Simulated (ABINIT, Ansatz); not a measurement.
# TlIO3 (R3m): G0W0 on several meshes in ABINIT, part 2 of 2

How does the mesh move the gap of TlIO3 (R3m)?

ABINIT 10.8.3; PBEsol and many-body steps on it, plane waves. Known limits of the many-body steps: not at the basis limit; no spin-orbit coupling; coarse k mesh.

So far. Step 4 (2×2×2): The gap on the mesh goes from 2.69 eV to 4.20 eV, a correction of +1.50 eV. Step 5 (Empty states on the mesh, 4×4×4 mesh, 96 bands): On this mesh the gap is 2.690 eV.

## Step 7: 4×4×4

This step: G0W0 on PBEsol, plane waves, norm-conserving pseudopotentials.

Input file run.abi:

```
acell 3*1.0 Angstrom
rprim 
  3.150792580489 1.819110944506 2.655433585300
  -3.150792580489 1.819110944506 2.655433585300
  0.000000000000 -3.638221889012 2.655433585300
ntypat 3
znucl 81 53 8
natom 5
typat 1 2 3 3 3
xred 
  0.008750850000 0.008750850000 0.008750850000
  0.501867330000 0.501867330000 0.501867330000
  0.903287650000 0.461897090000 0.461897090000
  0.461897090000 0.903287650000 0.461897090000
  0.461897090000 0.461897090000 0.903287650000
pp_dirpath "pseudos"
pseudos "Tl.upf, I.upf, O.upf"
ecut 42
ngkpt 4 4 4
nshiftk 1
shiftk 0 0 0
kptopt 1
chksymbreak 0
istwfk *1
occopt 1
irdwfk 1
optdriver 4
nband 88
gwcalctyp 0
ecutsigx 42
symsigma 1
nkptgw 2
kptgw 
  0.5000000000 0.5000000000 0.5000000000
  0.0000000000 0.0000000000 0.0000000000
bdgw 
  27 30
  27 31
ecuteps 4.2
irdscr 1
ppmodel 1
indata_prefix "in"
outdata_prefix "out"
tmpdata_prefix "tmp"
```

Started as:

```bash
$ OMP_NUM_THREADS=1 mpirun -n 4 abinit run.abi > log
```

Numbers of over 12 decimals in the logs are rounded to 6 here.

The program printed:

```text
.Version 10.8.3 of ABINIT. v10.8.2 released Aug 2026.

 Symmetries : space group R3 m (#160); Bravais hR (rhombohedral)
[... echo of the input left out ...]
== DATASET  1 ==================================================================
-   mpi_nproc: 4, omp_nthreads: 1 (-1 if OMP is not activated)

--- !DatasetInfo
iteration_state: {dtset: 1, }
dimensions: {natom: 5, nkpt: 13, mband: 88, nsppol: 1, nspinor: 1, nspden: 1, mpw: 8038, }
cutoff_energies: {ecut:  42.0, pawecutdg:  -1.0, }
electrons: {nelect:   5.60000000E+01, charge:   0.00000000E+00, occopt:   1.00000000E+00, tsmear:   1.00000000E-02, }

 SIGMA: Calculation of the GW corrections

 Based on a program developped by R.W. Godby, V. Olevano, G. Onida, and L. Reining.
 Incorporated in ABINIT by V. Olevano, G.-M. Rignanese, and M. Torrent.
.Using double precision arithmetic ; gwpc =  8

[... cell and pseudopotentials left out ...]
--------------------------------------------------------------------------------

 ==== K-mesh for the wavefunctions ====
 Number of points in the irreducible wedge :    13
[... list of points left out ...]
 Together with  6 symmetry operations and time-reversal symmetry
 yields    64 points in the full Brillouin Zone.

 ==== Q-mesh for screening function ====
 Number of points in the irreducible wedge :    13
[... list of points left out ...]
 Together with  6 symmetry operations and time-reversal symmetry
 yields    64 points in the full Brillouin Zone.

 vcoul_init : cutoff-mode = AUXILIARY_FUNCTION
 q-points for optical limit:   1
     1)      0.000010    0.000020    0.000030
 setmesh: FFT mesh size selected  =    50x   50x   50
          total number of points  =       125000

 Number of electrons calculated from density =   56.0000; Expected =   56.0000
[...]
number of omega for Sigma on real axis              0
 max omega for Sigma on real axis  [eV]           0.00
 zcut for avoiding poles [eV]                     0.10

 EPSILON^-1 parameters (SCR file):
 dimension of the eps^-1 matrix on file            251
 dimension of the eps^-1 matrix used               251
 number of plane-waves for wavefunctions          8025
 number of bands                                    88
 number of q-points in IBZ                          13
 number of frequencies                               2
 number of real frequencies                          1
 number of imag frequencies                          1

 matrix elements of self-energy operator (all in [eV])

 Perturbative Calculation

--- !SelfEnergy_ee
iteration_state: {dtset: 1, }
kpoint     : [   0.500,    0.500,    0.500, ]
spin       : 1
KS_gap     :    2.690
QP_gap     :    4.159
Delta_QP_KS:    1.469
data: !SigmaeeData |
     Band     E0 <VxcDFT>   SigX SigC(E0)      Z dSigC/dE  Sig(E)    E-E0       E
       27   2.780 -19.503 -25.103   5.309   0.757  -0.320 -19.724  -0.221   2.559
       28   3.307 -16.977 -20.550   2.955   0.797  -0.254 -17.470  -0.493   2.814
       29   5.998 -14.373 -10.940  -2.242   0.820  -0.219 -13.396   0.976   6.974
[...]
--- !SelfEnergy_ee
iteration_state: {dtset: 1, }
kpoint     : [   0.000,    0.000,    0.000, ]
spin       : 1
KS_gap     :    7.479
QP_gap     :    9.091
Delta_QP_KS:    1.612
data: !SigmaeeData |
     Band     E0 <VxcDFT>   SigX SigC(E0)      Z dSigC/dE  Sig(E)    E-E0       E
[...]
30  10.035 -15.647 -10.493  -3.112   0.801  -0.249 -14.012   1.636  11.671
       31  10.035 -15.647 -10.493  -3.112   0.801  -0.249 -14.012   1.636  11.671

== END DATASET(S) ==============================================================
================================================================================

 -outvars: echo values of variables after computation  --------
           etotal      0.0000000000E+00
            nband          88
             nkpt          13
          spgroup         160
 [... the other variables as echoed above ...]

 Calculation completed.
```

Elapsed: 14 s, on 4 MPI ranks of Arm Neoverse V1, shared host; peak memory 1.6 GiB.

Numbers from this step:

- G0W0 gap on the points computed: 4.16 eV
- starting gap on the mesh: 2.690 eV
- k of the valence top: 0.5, 0.5, 0.5
- k of the conduction bottom: 0.5, 0.5, 0.5
- Z at the valence top: 0.797
- Z at the conduction bottom: 0.82
- least direct G0W0 gap on the computed points: 4.16 eV

Against G0W0 in ABINIT (2×2×2 mesh, 88 bands, screening to 114.3 eV, Godby-Needs plasmon pole), the gap moves by −0.035 eV.

## Step 8: Side by side

Times are wall times on 4 MPI ranks of Arm Neoverse V1, shared host, good to a factor of about two. A run's time includes the screening step that it read.

```csv
run,mesh,bands,screening cutoff (eV),DFT gap (eV),gap on the mesh (eV),direct (eV),ε∞ used,time
2×2×2,2×2×2,88,114.3,2.690,4.195,4.195,5.17,24 s
4×4×4,4×4×4,88,114.3,2.690,4.160,4.160,4.25,3.6 min
```

## Step 9: What came out

| Property | Result |
| --- | --- |
| 2×2×2 | 4.195 eV |
| 4×4×4 | 4.160 eV |
| known limits | not at the basis limit; no spin-orbit coupling; coarse k mesh |

What this shows: 4×4×4: −0.035 eV against 2×2×2. Bands and cutoff are finite, so the gap is not at the basis limit. The miss can reach some tenths of an eV and take either sign; the mesh is an error of its own. In the first G0W0 run levels were corrected at 2 k points alone, so a gap called «on the mesh» is the least over those, and an edge elsewhere would be missed. The 2×2×2 mesh is coarse for this cell, which bears on the long-range parts of exchange and screening. Where an edge is built on 6p states of lead, bismuth or thallium, scalar-relativistic gaps usually stand too wide, by a few tenths to over one eV. The many-body steps are scalar-relativistic: spin-orbit coupling is not in them.

[Paths, hosts, dates, memory and timing lines, banners, echoed tables and standing remarks are left out of the program output.]

[Logs are printed without paths, hosts, clocks, repeated set-up lines and the standing remarks that a program may print on its own settings, such as how far it seeks lower states.]

[Runs of the session that timed out or met a known fault of the program may be left out.]

[No measured gap is set beside runs whose start may be inverted or whose files or cutoffs have a known fault.]

[Hosts, paths, dates, database ids (printed as entryN), source tags and the programs' standing remarks are cut or masked in the printed files.]

[G0W0 gaps are taken among the corrected bands and points alone; a level outside them can change the order at an edge.]

[Where Ansatz stands beside ABINIT at settings called matched, ABINIT's density can come from a denser mesh and the files from another edition; pairs whose starting gaps differed by over 0.03 eV were left out, so agreement reads better than it is.]
